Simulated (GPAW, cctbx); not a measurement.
# TeW: what bonding does to one electron reflection, worked out

TeW, Pm-3m (no. 221), a = 3.3330 Å, b = 3.3330 Å, c = 3.3330 Å, α = 90.00°, β = 90.00°, γ = 90.00°.

| atom | mult. | x | y | z |
| --- | --- | --- | --- | --- |
| W1 | 1 | 1/2 | 1/2 | 1/2 |
| Te1 | 1 | 0 | 0 | 0 |

The start was made by putting kin elements into a known structure type; the compound need not exist, or be stable, in this form.

A DFT run (GPAW, PBE, 450 eV, 7×7×7 k-points, Fermi–Dirac width 0.1 eV) gives the static X-ray structure factor of 010 as 21.340 e for the conventional cell; superposed free atoms give 21.239 e. **Problem.** Find the Fourier component V of the crystal potential and the two-beam extinction distance at 200 kV in both cases.

## Step 1: Geometry

The cell volume is Ω = 37.02 Å³ and d(010) = 3.3330 Å, so g = 1/d = 0.3000 Å⁻¹.

## Step 2: The nuclei

Electrons feel nuclei as well as electrons, so the nuclear charges are summed with the same phases.

Phase sums Σ exp(2πi h·x), turned so that the total is real and positive: W +1.000, Te -1.000. Then F_Z = 74 × (+1.000) + 52 × (-1.000) = 22.00 e. The electron term has the same sign for this reflection.

## Step 3: Mott–Bethe

Poisson's equation, term by term, gives V = (e/4πε₀)(F_Z − F)/(πΩg²), with e/4πε₀ = 14.3996 V Å.

The prefactor is 14.3996 × 3.3330²/(π × 37.02) = 1.37523 V per electron. Free atoms: (22.00 − 21.239) × 1.37523 = 1.047 V. Crystal: (22.00 − 21.340) × 1.37523 = 0.908 V. F changes by +0.48 % and V by -13.3 %: the same 0.10 e is measured against F_Z − F = 0.8 e in place of F = 21.2 e.

## Step 4: Extinction distance

In the two-beam case ξ = 1/(λU) with U = 2γm₀eV/h², that is ξ = 150.41 V Å²/(γλV).

At 200 kV, λ = 0.02508 Å and γ = 1.3914. Free atoms: ξ = 4119 Å. Crystal: ξ = 4749 Å. The thickness fringes go as sin²(πt/ξ), so the two patterns slip by a quarter of a period when t|1/ξ₁ − 1/ξ₀| = 1/4, at t ≈ 776 nm. Thermal motion, absorption and many-beam coupling, left out here, change a real pattern.

## Step 5: Answer

V(010) is 0.91 V against 1.05 V, and ξ is 4749 against 4119 Å. Limits: static atoms, two beams.
